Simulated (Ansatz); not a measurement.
## Liquid Be13.3F58.4La1.7Li26.6 (173 atoms) by DFT dynamics

What local order and mobility does Be13.3F58.4La1.7Li26.6 (173 atoms) show in DFT dynamics?

Calculated with Ansatz 0.2.0; Kohn-Sham DFT, PBE, PAW (set soft_2), plane waves.

## 1. Starting point

The cell holds 173 atoms: 23 Be, 101 F, 3 La and 46 Li. Cell: a = 13.214 Å, b = 13.214 Å, c = 13.214 Å, α = 90.0°, β = 90.0°, γ = 90.0°. 173 atoms (23 Be, 101 F, 3 La, 46 Li) packed at random in a cube at 2.06 g/cm³ and pushed apart as soft spheres, cations and anions kept from their own kind; a start for melting by ab initio MD, not an equilibrated structure. The density is a measured one.

What the set-up can't give: Sampling is at Γ alone, for a cell whose shortest periodic width is 13 Å. No spin–orbit coupling is included, so levels derived from the heavy atoms are approximate.

## 2. Single point at the start

The forces at the start show how far the geometry lies from a minimum of this functional.

File input.yaml:

```yaml
crystal:
  lattice:
    - [13.2136, 0.0, 0.0]
    - [0.0, 13.2136, 0.0]
    - [0.0, 0.0, 13.2136]
  atoms:
    - { symbol: Be, position: [0.3188, 0.41841, 0.22957] }
    - { symbol: Be, position: [0.56203, 0.10066, 0.28436] }
    - { symbol: Be, position: [0.04998, 0.80156, 0.98728] }
    - { symbol: Be, position: [0.82331, 0.97612, 0.49415] }
    - { symbol: Be, position: [0.18432, 0.31596, 0.62964] }
    - { symbol: Be, position: [0.13904, 0.06654, 0.05919] }
    - { symbol: Be, position: [0.28887, 0.25026, 0.25417] }
    - { symbol: Be, position: [0.6862, 0.22121, 0.48825] }
    - { symbol: Be, position: [0.14553, 0.7778, 0.50894] }
    - { symbol: Be, position: [0.10085, 0.60847, 0.03595] }
    - { symbol: Be, position: [0.50697, 0.13464, 0.45093] }
    - { symbol: Be, position: [0.7741, 0.66462, 0.65976] }
    - { symbol: Be, position: [0.00249, 0.67734, 0.56751] }
    - { symbol: Be, position: [0.48753, 0.94284, 0.33401] }
    - { symbol: Be, position: [0.00155, 0.16034, 0.79297] }
    - { symbol: Be, position: [0.47296, 0.17678, 0.92951] }
    - { symbol: Be, position: [0.6592, 0.57966, 0.83965] }
    - { symbol: Be, position: [0.05899, 0.57823, 0.3424] }
    - { symbol: Be, position: [0.29495, 0.5379, 0.05011] }
    - { symbol: Be, position: [0.59175, 0.53835, 0.3169] }
    - { symbol: Be, position: [0.25339, 0.84224, 0.98572] }
    - { symbol: Be, position: [0.12609, 0.30359, 0.14277] }
    - { symbol: Be, position: [0.22097, 0.62666, 0.47373] }
    - { symbol: F, position: [0.64429, 0.70174, 0.24682] }
    - { symbol: F, position: [0.8967, 0.06263, 0.49154] }
    - { symbol: F, position: [0.56414, 0.11597, 0.98206] }
    - { symbol: F, position: [0.99438, 0.48417, 0.97595] }
    - { symbol: F, position: [0.71406, 0.97585, 0.34124] }
    - { symbol: F, position: [0.86413, 0.66991, 0.4414] }
    - { symbol: F, position: [0.74363, 0.08663, 0.15581] }
    - { symbol: F, position: [0.01127, 0.24581, 0.36867] }
    - { symbol: F, position: [0.70792, 0.24574, 0.91878] }
    [... 135 atom lines left out ...]
    - { symbol: Li, position: [0.20956, 0.38607, 0.40773] }
    - { symbol: Li, position: [0.32266, 0.99821, 0.1041] }
    - { symbol: Li, position: [0.84364, 0.57964, 0.05268] }
    - { symbol: Li, position: [0.29958, 0.9251, 0.73823] }
    - { symbol: Li, position: [0.73988, 0.46011, 0.60425] }
    - { symbol: Li, position: [0.78752, 0.07741, 0.887] }
kpoints:
  mp_grid: { grid: [1, 1, 1] }
hamiltonian:
  xc: pbe
scf:
  occupations: { method: fermi_dirac, width: 0.139 }
output:
  forces: true
```

The run is started by

```sh
$ ansatz run input.yaml --threads 32 --pin off --max-ram 143360MiB --backend cuda --events-out ev --progress --plain --runs-dir out
```

Numbers of over 12 decimals in the logs are rounded to 6 here.

The program printed:

```text
band count auto-derived: 645 (N_el = 924.0; filled up to band 462; 635 by the electrons, moments and atoms)
Engine: ansatz 0.2.0, aarch64-unknown-linux-gnu
Pseudopotentials: kind: paw
Pseudopotential: Be, paw, valence charge 2, recommended cutoff 420 eV (normal), Be.paw.azcp
Pseudopotential: F, paw, valence charge 7, recommended cutoff 420 eV (normal), F.paw.azcp
Pseudopotential: La, paw, valence charge 11, recommended cutoff 420 eV (normal), La.paw.azcp
Pseudopotential: Li, paw, valence charge 3, recommended cutoff 420 eV (normal), Li.paw.azcp
[... 5 lines on functional and potentials left out ...]
device memory: the entry about to start is reckoned to put 5.9 GiB on a device that reports 182.5 GiB free
GPU FFT provider: cuFFT
GPU libraries: cuBLAS 13.8.1, cuFFT 12.4.0, cuSOLVER 12.3.2
GPU matrix products: emulated (plane waves: as basis.precision tells), large ones in fixed point in workspaces of 1.00 GiB
Crystal: 173 atoms, lattice volume = 2307.084 Å³
Basis set: ecut = 420 eV, 45025 PW (Γ), exchange–correlation on 180×180×180 points (8 copies of the dense FFT grid, shifted against one another)
Bands: 645, of which v1, the nominal top of the filled ones, is band 462 counted from 1 (461 counted from 0)
Symmetry: 1 space group operations
Space group: P1 (ITA 1), of the structure as read, at distance tolerance 1.3e-4 Å
k-points: 1
[... 9 lines on functional and potentials left out ...]
Initial density: superposition of atomic densities (neutral atoms: chi_scale 0, normalization atom), corrected by the library's trained network
Initial wavefunctions: pseudopotential atomic-orbital guess
GPU buffer pool allocated for 729000 grid points (all kernels)
GPU transforms: local potential and band sums: pruned to the plane-wave sphere, on 90×90×90
Functional: x = pbe(κ = 0.804, μ = 0.219515), c = pbe(β = 0.066725)
SCF iter   1: F=—  HF=-112004.535814 eV  |F-HF|=—  |Δ(HF+E_count)|=         —  Δρ=1.57e-2  dr2=1.01e1  ethr=1.77e-3  ⟨swp⟩=5.0  Hψ=2637  notcnv=0  defer=113
preconditioner: auto → LDOS  [metal: Δε(μ)=0.116 eV  Ē_g=12.855 eV  σ=0.139 eV  W_gap=0.21  n_scr=484 (ndim 8)  ℏωp=21.6 eV  f_vac=0.145  D(μ)=43.25/eV (n_scr^D=250)  β→1.0]
SCF iter   2: F=—  HF=-112004.538672 eV  |F-HF|=—  |Δ(HF+E_count)|=   2.86e-3  Δρ=3.54e-2  dr2=4.95e1  ethr=1.09e-3  ⟨swp⟩=2.0  Hψ=804  notcnv=0  defer=120  recentre
SCF iter   3: F=—  HF=-112004.152877 eV  |F-HF|=—  |Δ(HF+E_count)|=   3.86e-1  Δρ=9.37e-3  dr2=3.58e0  ethr=1.09e-3  ⟨swp⟩=3.0  Hψ=617  notcnv=0  defer=120
SCF iter   4: F=—  HF=-112004.052181 eV  |F-HF|=—  |Δ(HF+E_count)|=   1.01e-1  Δρ=3.72e-3  dr2=4.16e-1  ethr=3.87e-4  ⟨swp⟩=2.0  Hψ=749  notcnv=0  defer=113
SCF iter   5: F=—  HF=-112004.032399 eV  |F-HF|=—  |Δ(HF+E_count)|=   1.98e-2  Δρ=1.64e-3  dr2=7.31e-2  ethr=4.51e-5  ⟨swp⟩=2.0  Hψ=784  notcnv=0  defer=113
SCF iter   6: F=—  HF=-112004.047429 eV  |F-HF|=—  |Δ(HF+E_count)|=   1.50e-2  Δρ=8.67e-4  dr2=1.71e-2  ethr=7.91e-6  ⟨swp⟩=2.0  Hψ=765  notcnv=0  defer=113
SCF iter   7: F=—  HF=-112004.053677 eV  |F-HF|=—  |Δ(HF+E_count)|=   6.25e-3  Δρ=5.64e-4  dr2=8.62e-3  ethr=1.85e-6  ⟨swp⟩=2.0  Hψ=861  notcnv=0  defer=113
SCF iter   8: F=—  HF=-112004.042449 eV  |F-HF|=—  |Δ(HF+E_count)|=   1.12e-2  Δρ=3.32e-4  dr2=2.92e-3  ethr=9.33e-7  ⟨swp⟩=2.0  Hψ=829  notcnv=0  defer=113
SCF iter   9: F=—  HF=-112004.046786 eV  |F-HF|=—  |Δ(HF+E_count)|=   4.34e-3  Δρ=1.70e-4  dr2=6.21e-4  ethr=3.16e-7  ⟨swp⟩=2.0  Hψ=774  notcnv=0  defer=113
SCF iter  10: F=—  HF=-112004.049636 eV  |F-HF|=—  |Δ(HF+E_count)|=   2.85e-3  Δρ=1.20e-4  dr2=2.93e-4  ethr=6.72e-8  ⟨swp⟩=2.0  Hψ=909  notcnv=0  defer=113
SCF iter  11: F=—  HF=-112004.049661 eV  |F-HF|=—  |Δ(HF+E_count)|=   2.50e-5  Δρ=8.22e-5  dr2=1.37e-4  ethr=3.17e-8  ⟨swp⟩=2.0  Hψ=968  notcnv=0  defer=113
SCF iter  12: F=—  HF=-112004.049672 eV  |F-HF|=—  |Δ(HF+E_count)|=   1.06e-5  Δρ=4.72e-5  dr2=4.69e-5  ethr=1.48e-8  ⟨swp⟩=2.0  Hψ=898  notcnv=0  defer=113
SCF iter  13: F=—  HF=-112004.049683 eV  |F-HF|=—  |Δ(HF+E_count)|=   1.15e-5  Δρ=2.74e-5  dr2=1.55e-5  ethr=5.08e-9  ⟨swp⟩=2.0  Hψ=919  notcnv=0  defer=113
SCF iter  14: F=—  HF=-112004.049686 eV  |F-HF|=—  |Δ(HF+E_count)|=   2.64e-6  Δρ=1.69e-5  dr2=6.46e-6  ethr=1.68e-9  ⟨swp⟩=2.0  Hψ=934  notcnv=0  defer=113
SCF iter  15: F=—  HF=-112004.049687 eV  |F-HF|=—  |Δ(HF+E_count)|=   5.20e-7  Δρ=1.05e-5  dr2=2.58e-6  ethr=6.99e-10  ⟨swp⟩=2.0  Hψ=919  notcnv=0  defer=113
SCF iter  16: F=-112004.049687 eV  HF=-112004.049687 eV  |F-HF|=4.35e-7  |Δ(HF+E_count)|=   6.73e-7  Δρ=6.17e-6  dr2=8.83e-7  ethr=1.08e-10  ⟨swp⟩=2.0  Hψ=1617  notcnv=0
SCF 1 converged in 16 iterations: F = -112004.049687 eV  dr2 = 8.83e-7
  greatest PAW one-centre occupation: 1.000 electrons in one spin orbital (limit 2), on the Li atom at site 170 (counted from 0), in its partial waves of l = 0
SCF converged after 16 iterations
Free energy (F): -112004.049687 eV
Harris-Foulkes:  -112004.049687 eV  (|F-HF|=4.35e-7)
Internal energy: -112001.054735 eV  (E = F + TS)
E sigma→0 (E₀):  -112002.552211 eV
Entropy (-TS):   -2.994952 eV (-17.312 meV/atom)
Fermi energy:    1.285409 eV
--- Per-component energies (eV) ---
  E_band       = -9889.835740
  E_kinetic    = 22658.102252
  E_local      = -80245.179850  (includes V_loc(G=0)·N_el)
  E_nonlocal   = 6261.272315
  E_hartree    = 30324.734060
  E_xc         = -9352.960557
  E_vxc        = -11785.962320  (∫ρ·V_xc dr)
  E_paw        = -38792.467075  (= ΣΔE_a)
  E_vpaw       = -7427.761006  (= ΣTr[D̂ρ^β])
  E_aug_tail   = 0.207020  (compensation charges beyond the density's cutoff)
  E_ewald      = -42854.762900
  E_smearing   = -2.994952  (= −TS)
  E_closure    = -0.000000  (closes the sum)
  Σ components = -112004.049687   (vs F -112004.049687, Δ=0.00e0)
--- Forces (eV/Å), atoms counted from 1 ---
[... 173 lines of forces left out ...]
  max |Σ_I F_I| component: 1.05e-4 eV/Å
```

Run time: 2.4 s. Hardware: 1 × NVIDIA GB200 with 32 threads of Arm Neoverse V2, shared host; peak memory 1.5 GiB.

That memory is the host's; the program planned up to 5.9 GiB on the GPU. Forces of this run were stored rounded, and per-atom blocks of the log weren't kept.

Read from the output:

| Item | Value |
| --- | --- |
| free energy | -112004.0497 eV |
| free energy per atom | -647.4223 eV/atom |
| SCF cycles | 16 |
| r.m.s. force component | 1.348 eV/Å |
| longest force | 6.092 eV/Å |
| Fermi energy | 1.285 eV |

The r.m.s. force component of 1.3 eV/Å sets the starting point.

Length of the force by element:

```
element  coordination  atoms  mean length of the force (eV/Å)  spread  least  most
     Be           all     23                             2.60    1.13  0.666  5.06
      F           all    101                             2.12    1.04  0.350  6.04
     La           all      3                             4.52    1.26   3.00  6.09
     Li           all     46                             1.57   0.596  0.410  2.69
```

## 3. Melting at 1610 K

The random start is held at a high temperature, to make it forget its packing.

input.yaml: that of step 2 with these lines changed.

```diff
@@ -15 +15,8 @@
   forces: true
+md:
+  timestep: 2
+  n_steps: 300
+  ensemble: nvt_langevin
+  temperature: 1610
+  initial_velocities: maxwell_boltzmann
+  seed: 6299
```

The program printed:

```text
Warning: md: disabling space-group detection — thermal motion breaks the input geometry's symmetry, so no spatial operation reduces the k-mesh or symmetrises the density; time reversal is kept, so that k and −k are solved as one point where they differ and the mesh holds both, and exact exchange and, on two spinor components, a DFT+U term hold to it where the run has them: [...]
[...]
Crystal: 173 atoms, lattice volume = 2307.084 Å³
Basis set: ecut = 420 eV, 45025 PW (Γ), exchange–correlation on 180×180×180 points (8 copies of the dense FFT grid, shifted against one another)
Bands: 645, of which v1, the nominal top of the filled ones, is band 462 counted from 1 (461 counted from 0)
Symmetry: 1 space group operations
k-points: 1
[...]
SCF iter   1: F=—  HF=-112004.535812 eV  |F-HF|=—  |Δ(HF+E_count)|=         —  Δρ=1.57e-2  dr2=1.01e1  ethr=1.77e-3  ⟨swp⟩=5.0  Hψ=2637  notcnv=0  defer=113
[...]
SCF iter   2: F=—  HF=-112004.538667 eV  |F-HF|=—  |Δ(HF+E_count)|=   2.86e-3  Δρ=3.54e-2  dr2=4.95e1  ethr=1.09e-3  ⟨swp⟩=2.0  Hψ=804  notcnv=0  defer=120  recentre
[...]
SCF iter  18: F=-112004.049687 eV  HF=-112004.049688 eV  |F-HF|=3.45e-8  |Δ(HF+E_count)|=   3.19e-8  Δρ=1.76e-6  dr2=6.96e-8  ethr=1.08e-11  ⟨swp⟩=4.0  Hψ=1531  notcnv=0
SCF 1 converged in 18 iterations: F = -112004.049687 eV  dr2 = 6.96e-8
[...]
md step     0: t =     0.00 fs  T =  1600.7 K  F+E_penalty+E_count = -112004.04968747 eV  E_kin = 35.794679 eV  (18 SCF iters)
[... from here on, the SCF cycles and remarks between the steps are left out ...]
md step    16: t =    32.00 fs  T =  3550.6 K  F+E_penalty+E_count = -112071.67674561 eV  E_kin = 79.397426 eV  (17 SCF iters)
md step    36: t =    72.00 fs  T =  3115.9 K  F+E_penalty+E_count = -112103.49114506 eV  E_kin = 69.677620 eV  (13 SCF iters)
md step    56: t =   112.00 fs  T =  2917.3 K  F+E_penalty+E_count = -112121.13588664 eV  E_kin = 65.236380 eV  (11 SCF iters)
md step    76: t =   152.00 fs  T =  2420.0 K  F+E_penalty+E_count = -112130.25762298 eV  E_kin = 54.116508 eV  (9 SCF iters)
md step    96: t =   192.00 fs  T =  2326.1 K  F+E_penalty+E_count = -112142.68232859 eV  E_kin = 52.015525 eV  (10 SCF iters)
md step   116: t =   232.00 fs  T =  2072.5 K  F+E_penalty+E_count = -112145.34480658 eV  E_kin = 46.344471 eV  (8 SCF iters)
md step   136: t =   272.00 fs  T =  1925.0 K  F+E_penalty+E_count = -112147.29214682 eV  E_kin = 43.047790 eV  (8 SCF iters)
md step   156: t =   312.00 fs  T =  1917.5 K  F+E_penalty+E_count = -112152.83410620 eV  E_kin = 42.879250 eV  (8 SCF iters)
md step   176: t =   352.00 fs  T =  1644.5 K  F+E_penalty+E_count = -112153.28221069 eV  E_kin = 36.774573 eV  (8 SCF iters)
md step   196: t =   392.00 fs  T =  1501.0 K  F+E_penalty+E_count = -112151.50779573 eV  E_kin = 33.564229 eV  (8 SCF iters)
md step   216: t =   432.00 fs  T =  1661.9 K  F+E_penalty+E_count = -112156.32041138 eV  E_kin = 37.163325 eV  (7 SCF iters)
md step   220: t =   440.00 fs  T =  1727.8 K  F+E_penalty+E_count = -112156.52783570 eV  E_kin = 38.636534 eV  (9 SCF iters)
md step   224: t =   448.00 fs  T =  1716.1 K  F+E_penalty+E_count = -112155.61509156 eV  E_kin = 38.376405 eV  (8 SCF iters)
md step   228: t =   456.00 fs  T =  1747.4 K  F+E_penalty+E_count = -112158.10105621 eV  E_kin = 39.075502 eV  (8 SCF iters)
md step   232: t =   464.00 fs  T =  1750.2 K  F+E_penalty+E_count = -112157.85392002 eV  E_kin = 39.137756 eV  (8 SCF iters)
md step   236: t =   472.00 fs  T =  1568.6 K  F+E_penalty+E_count = -112155.32851588 eV  E_kin = 35.077056 eV  (9 SCF iters)
md step   240: t =   480.00 fs  T =  1666.5 K  F+E_penalty+E_count = -112157.16277304 eV  E_kin = 37.267105 eV  (9 SCF iters)
md step   244: t =   488.00 fs  T =  1597.4 K  F+E_penalty+E_count = -112156.15465129 eV  E_kin = 35.720669 eV  (8 SCF iters)
md step   248: t =   496.00 fs  T =  1779.1 K  F+E_penalty+E_count = -112159.73351721 eV  E_kin = 39.784198 eV  (8 SCF iters)
md step   252: t =   504.00 fs  T =  1708.5 K  F+E_penalty+E_count = -112158.12927028 eV  E_kin = 38.205664 eV  (8 SCF iters)
md step   256: t =   512.00 fs  T =  1647.5 K  F+E_penalty+E_count = -112157.26735059 eV  E_kin = 36.841984 eV  (8 SCF iters)
md step   260: t =   520.00 fs  T =  1752.0 K  F+E_penalty+E_count = -112158.64083222 eV  E_kin = 39.177536 eV  (9 SCF iters)
md step   264: t =   528.00 fs  T =  1788.8 K  F+E_penalty+E_count = -112158.92061774 eV  E_kin = 40.000045 eV  (8 SCF iters)
md step   268: t =   536.00 fs  T =  1774.2 K  F+E_penalty+E_count = -112159.29724704 eV  E_kin = 39.674526 eV  (8 SCF iters)
md step   272: t =   544.00 fs  T =  1726.2 K  F+E_penalty+E_count = -112157.15923885 eV  E_kin = 38.601590 eV  (8 SCF iters)
md step   276: t =   552.00 fs  T =  1721.8 K  F+E_penalty+E_count = -112155.77237760 eV  E_kin = 38.502189 eV  (9 SCF iters)
md step   280: t =   560.00 fs  T =  1730.0 K  F+E_penalty+E_count = -112156.21186566 eV  E_kin = 38.686966 eV  (10 SCF iters)
md step   284: t =   568.00 fs  T =  1667.4 K  F+E_penalty+E_count = -112155.87516682 eV  E_kin = 37.285540 eV  (8 SCF iters)
md step   288: t =   576.00 fs  T =  1660.3 K  F+E_penalty+E_count = -112157.69895787 eV  E_kin = 37.128238 eV  (8 SCF iters)
md step   292: t =   584.00 fs  T =  1592.3 K  F+E_penalty+E_count = -112157.53148471 eV  E_kin = 35.605915 eV  (8 SCF iters)
md step   296: t =   592.00 fs  T =  1490.2 K  F+E_penalty+E_count = -112155.85148273 eV  E_kin = 33.323046 eV  (8 SCF iters)
md step   299: t =   598.00 fs  T =  1455.5 K  F+E_penalty+E_count = -112155.32481067 eV  E_kin = 32.547118 eV  (8 SCF iters)
md step   300: t =   600.00 fs  T =  1498.6 K  F+E_penalty+E_count = -112155.81007599 eV  E_kin = 33.510998 eV  (9 SCF iters)
SCF converged after 9 iterations
Free energy (F): -112155.810076 eV
[...]
Internal energy: -112155.810009 eV  (E = F + TS)
E sigma→0 (E₀):  -112155.810043 eV
Entropy (-TS):   -0.000067 eV (-0.000 meV/atom)
Fermi energy:    2.358858 eV
[...]
--- Forces (eV/Å), atoms counted from 1 ---
[... 173 lines of forces left out ...]
  max |Σ_I F_I| component: 1.98e-4 eV/Å
--- MD trajectory: 300 steps, t = 0.0 → 600.0 fs ---
  final state: T = 1498.6 K   F+E_penalty+E_count = -112155.81007599 eV   E_kin = 33.510998 eV
```

It took 2.8 min on 1 × NVIDIA GB200 with 32 threads; peak memory 1.6 GiB.

That memory is the host's.

The program notes that it switched symmetry off.

The trajectory, sampled:

```
time (fs)  T (K)  potential (meV/atom)
      0.0   1601                   0.0
     40.0   3752                -479.2
     80.0   3058                -593.1
    120.0   2807                -700.0
    160.0   2413                -740.9
    200.0   2227                -808.0
    240.0   2132                -820.3
    280.0   2060                -854.8
    320.0   1767                -845.1
    360.0   1782                -878.9
    400.0   1599                -857.3
    440.0   1728                -881.4
    480.0   1667                -885.0
    520.0   1752                -893.6
    560.0   1730                -879.6
    600.0   1499                -877.2
```

Mean square displacement from the first frame to the last: Be 3.9 Å², F 4.7 Å², La 0.93 Å², Li 9.5 Å².

Table of mean square displacement by time lag:

```
time lag (fs)  Be (Å²)   F (Å²)  La (Å²)  Li (Å²)
            2  0.00263  0.00110   1.7e-4  0.00308
           14   0.0984   0.0495  0.00790    0.136
           26    0.211    0.147   0.0256    0.382
           38    0.292    0.264   0.0504    0.644
           50    0.376    0.384   0.0800    0.885
           64    0.480    0.521    0.118     1.14
           76    0.570    0.635    0.152     1.35
           88    0.664    0.747    0.184     1.55
          100    0.755    0.857    0.215     1.74
          112    0.841    0.965    0.243     1.91
          126    0.930     1.09    0.273     2.11
          138    0.999     1.18    0.297     2.27
          150     1.06     1.28    0.321     2.42
          162     1.12     1.37    0.343     2.58
          174     1.17     1.46    0.365     2.73
          188     1.22     1.56    0.388     2.90
          200     1.26     1.64    0.405     3.03
          212     1.29     1.71    0.421     3.15
          224     1.33     1.79    0.437     3.26
          236     1.37     1.86    0.455     3.38
          250     1.42     1.94    0.479     3.52
          262     1.46     2.02    0.504     3.65
          274     1.51     2.09    0.529     3.77
          286     1.55     2.16    0.554     3.88
          300     1.60     2.25    0.582     4.03
```

Over the second half of 600 fs the temperature averages 1696 K with swings of 99 K r.m.s. From first frame to last Li has the largest mean square displacement, 9.5 Å² at the end; the farthest move is 5.25 Å. By the end of the lags followed (0.30 ps), the least mobile element has a mean square displacement of 0.58 Å², too little over such short lags to show that the memory of the start is lost. The run spans 0.60 ps, too short for its means to be equilibrium values.

(Part 1 of 4 ends here.)

[Logs are printed without paths, hosts, clocks, repeated set-up lines and the standing remarks that a program may print on its own settings, such as how far it seeks lower states.]

[Hosts, paths, dates, database ids (printed as entryN), source tags and the programs' standing remarks are cut or masked in the printed files.]
